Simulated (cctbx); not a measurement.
## A disordered crystal of nominal TmGaS2O

Cell a = 6.2320 Å, b = 8.6870 Å, c = 6.1680 Å, α = 90.00°, β = 90.00°, γ = 90.00°; space group Pnma (no. 62); nominal formula TmGaS2O.

The data are simulated with cctbx, not measured: Cu Kα, λ = 1.54184 Å, to d = 0.8 Å, 70 % of the full sphere, strongest reflection 40000 counts, noise from counting, a 4 % proportional error and a noise floor of 2 counts (s.d.); no absorption, and some extinction, which the refinements don't model.

With every site full:

```text
Rint 0.031, 361 unique reflections to 0.80 A
cycle     R1     wR2    GooF  max shift (A)
   1  0.1275  0.2852  10.586   0.00293
   2  0.0143  0.0351   1.301   0.00000
final R1 0.0143 wR2 0.0351 GooF 1.301  parameters 27  data/parameter 13.4
atom        x        y        z      Ueq    occ   su(xyz)  su(Uiso or U11)
Tm1    0.54461  0.25000  0.00776   0.0029  1.000  0.00003  0.0002
Ga1    0.50000  0.00000  0.50000   0.0049  1.000  0.00000  0.0002
S1     0.28321  0.04326  0.21709   0.0105  1.000  0.00011  0.0003
O1     0.52129  0.75000  0.42733   0.0082  1.000  0.00048  0.0013
difference map: max 0.55 min -0.92 rms 0.20
Q1    0.9921  0.0534  0.6988    8    0.57  1.64 A from S1
Q2    0.2287  0.0006  0.0546    8    0.52  1.12 A from S1
Q3    0.1155  0.1342  0.6203    8    0.50  1.35 A from Tm1
Q4    0.1069  0.6584  0.9679    8    0.46  1.16 A from O1
Q5    0.0343  0.5601  0.6680    8    0.46  1.19 A from S1
Q6    0.1111  0.0988  0.3864    8    0.44  1.52 A from Tm1
```

With the occupancies of the suspect sites free, each still typed as its main element:

```text
Rint 0.031, 361 unique reflections to 0.80 A
cycle     R1     wR2    GooF  max shift (A)
   1  0.0761  0.1877   6.975   0.00048
   4  0.0134  0.0286   1.062   0.00003
final R1 0.0134 wR2 0.0286 GooF 1.061  parameters 28  data/parameter 12.9
atom        x        y        z      Ueq    occ   su(xyz)  su(Uiso or U11)
Tm1    0.54461  0.25000  0.00774   0.0032  1.000  0.00003  0.0002
Ga1    0.50000  0.00000  0.50000   0.0052  1.000  0.00000  0.0002
S1     0.28325  0.04330  0.21704   0.0083  0.950  0.00009  0.0003
O1     0.52134  0.75000  0.42721   0.0084  1.000  0.00039  0.0010
su of occupancy S1: 0.004
difference map: max 0.52 min -1.20 rms 0.20
Q1    0.9933  0.0564  0.6921    8    0.52  1.65 A from S1
Q2    0.1234  0.1378  0.6213    8    0.52  1.35 A from Tm1
Q3    0.2278  0.0064  0.0610    8    0.47  1.07 A from S1
Q4    0.1226  0.0895  0.3829    8    0.45  1.49 A from S1
Q5    0.0290  0.5561  0.6803    8    0.43  1.20 A from S1
Q6    0.1542  0.1461  0.1149    8    0.42  1.36 A from S1
```

**Question.** What is the disorder?

X-rays count electrons. S1 refines to 0.950(0.004), or 15.2 electrons; the site truly holds 0.94 S, 15.0 electrons, which is 0.940 of S. A value under 1 can't tell vacancies from a lighter guest, and one over 1 needs a heavier guest; chemistry or a second radiation must settle which. Occupancy correlates with U and the scale, so the match is approximate.

Freeing them takes R1 from 0.0143 to 0.0134 and GooF from 1.30 to 1.06.

The model is made up (kin elements in a known structure type, no relaxation), so it says nothing on whether the phase exists.

[Middle refinement cycles are left out of these outputs.]

[Logs are printed without paths, hosts, clocks, repeated set-up lines and the standing remarks that a program may print on its own settings, such as how far it seeks lower states.]
